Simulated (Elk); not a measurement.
## SrCl2: optical spectrum from first principles

Aim: the dielectric function of SrCl2, and the optical constants that follow from it.

Method: DFT, LDA, all-electron APW+lo, Dirac cores, scalar-relativistic bands, independent-particle optical response without local fields, in Elk 11.2.3 (patched build).

## (1) The structure

The structure is cubic, space group Fm-3m (No. 225). The conventional cell has a = 6.977 Å, b = 6.977 Å, c = 6.977 Å, α = 90.00°, β = 90.00°, γ = 90.00°. Sr has 8 Cl at 3.02 Å nearest. Nearest to Cl lie 4 Sr at 3.02 Å. Farther neighbours, and contacts between anions beyond the nearest, are not listed.

## (2) Ground state

The self-consistent density comes first; it also tells whether there is a gap, which decides the occupations and the need for a Drude term.

This step: DFT, LDA, all-electron APW+lo, Dirac cores, scalar-relativistic bands, ground state (Elk 11.2.3 (patched build)).

File elk.in:

```
tasks
  0
  120

xctype
  3

nempty
  9

lorbcnd
  .true.

rgkmax
  7.0

swidth
  0.0018375

maxscl
  100

epsengy
  1e-05

sppath
  './'

avec
  0.000000000000 6.592026126838 6.592026126838
  6.592026126838 0.000000000000 6.592026126838
  6.592026126838 6.592026126838 0.000000000000

atoms
  2
  'Sr.in'
  1
  0.000000000000 0.000000000000 0.000000000000   0.000 0.000 0.000
  'Cl.in'
  2
  0.750000000000 0.750000000000 0.750000000000   0.000 0.000 0.000
  0.250000000000 0.250000000000 0.250000000000   0.000 0.000 0.000

ngridk
  6 6 6
```

The run is started by

```bash
$ OMP_NUM_THREADS=4 elk
```

What it wrote:

```text
┌─────────────────────────┐
│ Elk code version 11.2.3 │
└─────────────────────────┘

All units are atomic (Hartree, Bohr, etc.)

┌─────────────────────────────────────────────────┐
│ Ground-state run starting from atomic densities │
└─────────────────────────────────────────────────┘

Lattice vectors :
   0.000000000       6.592026127       6.592026127
   6.592026127       0.000000000       6.592026127
   6.592026127       6.592026127       0.000000000

Reciprocal lattice vectors :
 -0.4765746666      0.4765746666      0.4765746666
  0.4765746666     -0.4765746666      0.4765746666
  0.4765746666      0.4765746666     -0.4765746666

Unit cell volume      :    572.9104654
Brillouin zone volume :   0.4329650590

Muffin-tin inner radius fraction :   0.1000000000E-01

Nuclei treated as point charges

Species : 1 (Sr)
 parameters loaded from : Sr.in
 name : strontium
 nuclear charge    :   -38.00000000
 electronic charge :    38.00000000
 atomic mass :    159721.4892
 muffin-tin radius :    2.600000000
 number of radial points in muffin-tin :    597
 inner part over the whole radius :   0.9909106339E-02
 number on inner part of muffin-tin    :    424
 approximate nuclear radius :   0.8067967193E-04
 number of mesh points to nuclear radius :    208
 atomic positions (lattice), magnetic fields (Cartesian) :
  1 :   0.00000000  0.00000000  0.00000000    0.00000000  0.00000000  0.00000000

Species : 2 (Cl)
 parameters loaded from : Cl.in
 name : chlorine
 nuclear charge    :   -17.00000000
 electronic charge :    17.00000000
 atomic mass :    64626.86550
 muffin-tin radius :    2.200000000
 number of radial points in muffin-tin :    397
 inner part over the whole radius :   0.9992010025E-02
 number on inner part of muffin-tin    :    278
 approximate nuclear radius :   0.6305718926E-04
 number of mesh points to nuclear radius :    127
 atomic positions (lattice), magnetic fields (Cartesian) :
  1 :  -0.25000000 -0.25000000 -0.25000000    0.00000000  0.00000000  0.00000000
  2 :   0.25000000  0.25000000  0.25000000    0.00000000  0.00000000  0.00000000

Total number of atoms per unit cell :    3
Total muffin-tin volume :    162.8266528
 ratio of muffin-tin to unit cell volume :   0.2842095976

Spin treatment :
 spin-unpolarised

Number of Bravais lattice symmetries :   48
Number of crystal symmetries         :   48
Crystal has inversion symmetry
Real symmetric eigensolver will be used

k-point grid :      6     6     6
k-point offset :    0.000000000       0.000000000       0.000000000
k-point set is reduced with full crystal symmetry group
Total number of k-points :       16

Muffin-tin radius times maximum |G+k| :    7.000000000
 using average radius
Maximum |G+k| for APW functions       :    3.000000000
Maximum (1/2)|G+k|²                   :    4.500000000
Maximum |G| for potential and density :    12.00000000
Constant for pseudocharge density :    8
 order of it for each species :   15  15
 order of it for pair densities of each species (exact exchange by exxq0 0: 15) :   12   8
Radial integration step length :    1

G-vector grid sizes :     36    36    36
Number of G-vectors :    16625

Maximum angular momentum used for
 APW functions            :    8
 outer part of muffin-tin :    6
 inner part of muffin-tin :    2

Total nuclear charge    :   -72.00000000
Total core charge       :    48.00000000
Total valence charge    :    24.00000000
Total excess charge     :    0.000000000
Total electronic charge :    72.00000000

Effective Wigner radius, rₛ :    1.238478723

Number of empty states         :     27
Total number of valence states :     40
Total number of core states    :     48

Conduction state local-orbitals added automatically
Third-order local-orbitals added for an l without core states : F
Total number of local-orbitals :    165

Exchange-correlation functional :      3     0     0
 Perdew-Wang/Ceperley-Alder, Phys. Rev. B 45, 13244 (1992)
 gradient requirement :    0
 local density approximation (LDA)

Smearing type :    3
 Fermi-Dirac
Smearing width :   0.1837500000E-02
Effective electronic temperature (K) :    580.2366081

Mixing type :    3
 Broyden mixing, J. Phys. A: Math. Gen. 17, L317 (1984)

Kohn-Sham potential initialised from atomic data

┌──────────────────────────────┐
│ Self-consistent loop started │
└──────────────────────────────┘

┌─────────────────┐
│ Loop number : 1 │
└─────────────────┘

Energies :
 Fermi                       :    -0.510663E-01
 sum of occupied eigenvalues :     -2400.6049905446
 electron kinetic            :      4195.4512680327
 core electron kinetic       :      4108.2096215679
 Coulomb                     :     -8137.3468368250
 Coulomb potential           :     -6382.4054908338
 nuclear-nuclear             :     -454.05839710068
 electron-nuclear            :     -8991.9244803937
 Hartree                     :      1308.6360406695
 Madelung                    :     -4946.1440914081
 xc potential                :     -213.65076774352
 exchange                    :     -149.26339810725
 correlation                 :     -6.157745
 electron entropic           :    -0.417029E-11
 total energy                :     -4097.3167119150

Density of states at Fermi energy :   0.5439996339E-07
 (states/Hartree/unit cell)

Estimated indirect band gap :   0.2005501927
 from k-point 13 to k-point 1
Estimated direct band gap   :   0.2115671462
 at k-point 1

Charges :
 core                        :    48.00000000
 valence                     :    24.00000000
 interstitial                :    4.518197524
 muffin-tins (core leakage)
  species : 1 (Sr)
   atom 1                    :    35.87581725     (  0.2400945179E-04)
  species : 2 (Cl)
   atom 1                    :    15.80299261     (  0.7678833049E-05)
   atom 2                    :    15.80299261     (  0.7678833049E-05)
 total in muffin-tins        :    67.48180248
 total calculated charge     :    72.00000968
 total charge                :    72.00000000
 error                       :   0.9684011445E-05

┌─────────────────┐
│ Loop number : 2 │
└─────────────────┘

Energies :
 Fermi                       :    -0.497456E-01
 sum of occupied eigenvalues :     -2400.5317021332
 electron kinetic            :      4194.5671917345
 core electron kinetic       :      4107.6110960037
 Coulomb                     :     -8137.3265681789
 Coulomb potential           :     -6382.4049455974
 nuclear-nuclear             :     -454.05839710068
 electron-nuclear            :     -8991.8837470408
 Hartree                     :      1308.6155759625
 Madelung                    :     -4946.1240953803
 xc potential                :     -212.69394827032
 exchange                    :     -149.26080290318
 correlation                 :     -6.157626
 electron entropic           :    -0.416895E-11
 total energy                :     -4098.1778055367

Density of states at Fermi energy :   0.5439904266E-07
 (states/Hartree/unit cell)

Estimated indirect band gap :   0.2001310715
 from k-point 13 to k-point 1
Estimated direct band gap   :   0.2111758347
 at k-point 1

Charges :
 core                        :    48.00000000
 valence                     :    24.00000000
 interstitial                :    4.522508539
 muffin-tins (core leakage)
  species : 1 (Sr)
   atom 1                    :    35.87683514     (  0.2399821932E-04)
  species : 2 (Cl)
   atom 1                    :    15.80032816     (  0.7685985249E-05)
   atom 2                    :    15.80032816     (  0.7685985249E-05)
 total in muffin-tins        :    67.47749146
 total calculated charge     :    72.00000974
 total charge                :    72.00000000
 error                       :   0.9737943600E-05

RMS change in Kohn-Sham potential (target) :   0.1145668449     (  0.1000000000E-05)
Absolute change in total energy (target)   :   0.8610936217     (  0.1000000000E-04)

[... 12 loops left out ...]

┌──────────────────┐
│ Loop number : 15 │
└──────────────────┘

Energies :
 Fermi                       :     0.684798E-01
 sum of occupied eigenvalues :     -2393.2775282045
 electron kinetic            :      4194.8802171756
 core electron kinetic       :      4108.3710800486
 Coulomb                     :     -8136.4513144607
 Coulomb potential           :     -6382.5397920217
 nuclear-nuclear             :     -454.05839710068
 electron-nuclear            :     -8989.9565634766
 Hartree                     :      1307.5636461166
 Madelung                    :     -4945.1814184498
 xc potential                :     -205.61795335831
 exchange                    :     -149.13690294867
 correlation                 :     -6.151676
 electron entropic           :    -0.410745E-11
 total energy                :     -4096.8596757534

Density of states at Fermi energy :   0.5440062005E-07
 (states/Hartree/unit cell)

Estimated indirect band gap :   0.1797119620
 from k-point 13 to k-point 1
Estimated direct band gap   :   0.1906525445
 at k-point 13

Charges :
 core                        :    48.00000000
 valence                     :    24.00000000
 interstitial                :    4.750476105
 muffin-tins (core leakage)
  species : 1 (Sr)
   atom 1                    :    35.92312118     (  0.2340813206E-04)
  species : 2 (Cl)
   atom 1                    :    15.66320136     (  0.7712202979E-05)
   atom 2                    :    15.66320136     (  0.7712202979E-05)
 total in muffin-tins        :    67.24952389
 total calculated charge     :    72.00001205
 total charge                :    72.00000000
 error                       :   0.1205248934E-04

RMS change in Kohn-Sham potential (target) :   0.8689589625E-08 (  0.1000000000E-05)
Absolute change in total energy (target)   :   0.6870635843E-05 (  0.1000000000E-04)

Convergence targets achieved

┌──────────────────┐
│ Loop number : 16 │
└──────────────────┘

Energies :
 Fermi                       :     0.684798E-01
 sum of occupied eigenvalues :     -2393.2775288378
 electron kinetic            :      4194.8802165485
 core electron kinetic       :      4108.3710791593
 Coulomb                     :     -8136.4513142996
 Coulomb potential           :     -6382.5397917503
 nuclear-nuclear             :     -454.05839710068
 electron-nuclear            :     -8989.9565634445
 Hartree                     :      1307.5636462455
 Madelung                    :     -4945.1814184245
 xc potential                :     -205.61795363600
 exchange                    :     -149.13690295194
 correlation                 :     -6.151676
 electron entropic           :    -0.410745E-11
 total energy                :     -4096.8596762229

Density of states at Fermi energy :   0.5440061903E-07
 (states/Hartree/unit cell)

Estimated indirect band gap :   0.1797119644
 from k-point 13 to k-point 1
Estimated direct band gap   :   0.1906525450
 at k-point 13

Charges :
 core                        :    48.00000000
 valence                     :    24.00000000
 interstitial                :    4.750476109
 muffin-tins (core leakage)
  species : 1 (Sr)
   atom 1                    :    35.92312119     (  0.2340812945E-04)
  species : 2 (Cl)
   atom 1                    :    15.66320135     (  0.7712203052E-05)
   atom 2                    :    15.66320135     (  0.7712203052E-05)
 total in muffin-tins        :    67.24952389
 total calculated charge     :    72.00001205
 total charge                :    72.00000000
 error                       :   0.1205248864E-04

┌──────────────────────────────┐
│ Self-consistent loop stopped │
└──────────────────────────────┘

Wrote STATE.OUT
```

The job ended after 9.8 s (4 threads of Arm Neoverse N1, shared host; peak memory 0.1 GiB; 29 s of CPU time).

Numbers from this step:

| Item | Value |
| --- | --- |
| total energy | -4097 Ha |
| Fermi energy | 1.863 eV |
| DOS at the Fermi level | 2.00e-9 states/eV/cell |
| gap on the k-mesh | 4.890 eV |
| direct gap on the mesh | 5.188 eV |

There is a gap, 4.89 eV on this mesh (points off the mesh can give less), so no carriers' term is needed.

## (3) Independent particles

With the density converged, the vertical transitions are summed over the zone.

This step: DFT, LDA, all-electron APW+lo, Dirac cores, scalar-relativistic bands, independent-particle optical response without local fields (Elk 11.2.3 (patched build)).

Edit elk.in of step 2 so:

```diff
@@ -1,4 +1,6 @@
 tasks
-  0
-  120
+  121
+
+optcomp
+  1 1
 
@@ -17,9 +19,7 @@
 swidth
-  0.0018375
+  0.0055124
 
-maxscl
-  100
-
-epsengy
-  1e-05
+wplot
+  400 100 0
+  0.0 0.58799
```

The run is started by

```bash
$ OMP_NUM_THREADS=4 elk
```

What it wrote:

```text
┌─────────────────────────────────┐
│ Elk code version 11.2.3 started │
└─────────────────────────────────┘

┌────────────────────┐
│ Current task : 121 │
└────────────────────┘

Info(dielectric):
 dielectric tensor written to EPSILON_ij.OUT
 optical conductivity written to SIGMA_ij.OUT
 for components
  i = 1, j = 1

┌──────────────────┐
│ Elk code stopped │
└──────────────────┘
```

The job ended after 0.73 s (4 threads; peak memory 0.04 GiB).

Read from the output:

- electronic dielectric constant ε∞, mean of the axes: 3.215

The Im ε, E ∥ x has structure finer than the step of the table below, so its rows give means over 0.5 eV. Peaks (eV: height): 7.44: 8.37, 9.40: 4.18.

Sum at mesh points, not converged in k; values under the direct gap are tails of Lorentzian lines. Table of Im ε, E ∥ x by photon energy; means over each step:

| photon energy (eV) | Im ε, E ∥ x |
| --- | --- |
| 0.5 | 0.00433 |
| 1.0 | 0.00889 |
| 1.5 | 0.0139 |
| 2.0 | 0.0198 |
| 2.5 | 0.0270 |
| 3.0 | 0.0362 |
| 3.5 | 0.0491 |
| 4.0 | 0.0685 |
| 4.5 | 0.104 |
| 5.0 | 0.226 |
| 5.5 | 0.451 |
| 6.0 | 1.42 |
| 6.5 | 2.17 |
| 7.0 | 4.42 |
| 7.5 | 7.25 |
| 8.0 | 5.18 |
| 8.5 | 4.13 |
| 9.0 | 3.26 |
| 9.5 | 3.70 |
| 10.0 | 3.16 |
| 10.5 | 2.14 |
| 11.0 | 1.99 |
| 11.5 | 1.94 |
| 12.0 | 1.78 |
| 12.5 | 2.05 |
| 13.0 | 1.78 |
| 13.5 | 1.35 |
| 14.0 | 1.36 |
| 14.5 | 1.54 |
| 15.0 | 1.35 |
| 15.5 | 1.20 |

The reflectivity at normal incidence, E ∥ x has structure finer than the step of the table below, so its rows give means over 0.5 eV. Peaks (eV: height): 7.48: 33.4, 9.48: 26.6, 10.08: 27.8, 11.24: 18.2, 12.80: 19.3, 13.32: 20.8, 14.84: 17.5.

Sum at mesh points, not converged in k. The reflectivity at normal incidence, E ∥ x by photon energy; means over each step:

```
photon energy (eV)  reflectivity at normal incidence, E ∥ x (%)
               0.5                                         8.09
               1.0                                         8.18
               1.5                                         8.33
               2.0                                         8.56
               2.5                                         8.87
               3.0                                         9.28
               3.5                                         9.83
               4.0                                         10.6
               4.5                                         11.6
               5.0                                         13.1
               5.5                                         15.2
               6.0                                         17.5
               6.5                                         20.0
               7.0                                         25.1
               7.5                                         31.6
               8.0                                         27.1
               8.5                                         25.9
               9.0                                         18.7
               9.5                                         24.2
              10.0                                         25.6
              10.5                                         20.8
              11.0                                         15.0
              11.5                                         16.4
              12.0                                         13.6
              12.5                                         15.6
              13.0                                         17.1
              13.5                                         16.4
              14.0                                         11.3
              14.5                                         13.2
              15.0                                         15.8
              15.5                                         16.3
```

The loss function −Im 1/ε at q → 0, E ∥ x has structure finer than the step of the table below, so its rows give means over 0.5 eV. Peaks (eV: height): 10.84: 0.568, 13.64: 0.854.

Sum at mesh points, not converged in k; values under the direct gap are tails of Lorentzian lines. Loss function −Im 1/ε at q → 0, E ∥ x against energy loss; means over each step:

| energy loss (eV) | loss function −Im 1/ε at q → 0, E ∥ x |
| --- | --- |
| 0.5 | 4.2e-4 |
| 1.0 | 8.4e-4 |
| 1.5 | 0.00129 |
| 2.0 | 0.00177 |
| 2.5 | 0.00231 |
| 3.0 | 0.00292 |
| 3.5 | 0.00366 |
| 4.0 | 0.00460 |
| 4.5 | 0.00604 |
| 5.0 | 0.0107 |
| 5.5 | 0.0164 |
| 6.0 | 0.0424 |
| 6.5 | 0.0497 |
| 7.0 | 0.0668 |
| 7.5 | 0.112 |
| 8.0 | 0.182 |
| 8.5 | 0.243 |
| 9.0 | 0.270 |
| 9.5 | 0.269 |
| 10.0 | 0.316 |
| 10.5 | 0.467 |
| 11.0 | 0.475 |
| 11.5 | 0.503 |
| 12.0 | 0.519 |
| 12.5 | 0.458 |
| 13.0 | 0.557 |
| 13.5 | 0.739 |
| 14.0 | 0.665 |
| 14.5 | 0.609 |
| 15.0 | 0.740 |
| 15.5 | 0.836 |

Optical constants at common wavelengths, from n + ik = √ε:

```
wavelength (nm)     n      k  R (%)     1/α
           1550  1.80  0.002    8.1   63 µm
            800  1.81  0.004    8.3   16 µm
            633  1.83  0.005    8.5  9.6 µm
            532  1.84  0.007    8.7  6.4 µm
            405  1.88  0.010    9.3  3.2 µm
            365  1.90  0.012    9.7  2.4 µm
            193  2.55  0.398   20.1   39 nm
```

Below the direct gap, k and the depth come from the tails of the Lorentzian lines, not from transitions.

Rows near the edge hang on the gap, which this functional as a rule makes too small, and phonon-assisted absorption over an indirect gap is left out.

## (4) Outcome

```json
{
  "electronic dielectric constant ε∞, mean of the axes (independent particles)": "3.21"
}
```

At this level (LDA, independent particles) SrCl2 has ε∞ = 3.21 and n = 1.80 at 1550 nm. On the mesh the gap is 4.89 eV and the least direct gap 5.19 eV, so on this mesh the band edges lie at different points. Excitons and phonon-assisted transitions are missing, and so are local fields; LDA gaps are as a rule too small, which pulls the onset down and ε∞ up. The sum runs over mesh points 0.26 Å⁻¹ apart with no interpolation, so peaks are partly noise of the mesh and static values carry its error.

[Long decimals in the printed logs are rounded to 6 places.]

[Machine, clock and banner lines and Python warnings are left out of the logs.]

[Logs are printed without paths, hosts, clocks, repeated set-up lines and the standing remarks that a program may print on its own settings, such as how far it seeks lower states.]

[Hosts, paths, dates, database ids (printed as entryN), source tags and the programs' standing remarks are cut or masked in the printed files.]

[Where Elk ran, warnings of its patched build on accuracy (core leakage, angular cutoffs, spin-orbit splittings, empty states, lower magnetic states) are left out.]

[Where the starting crystal was built by hand or by swapping elements, it need not be the compound's stable phase.]

[The count of steps not shown may lack steps that the program refused or didn't finish.]
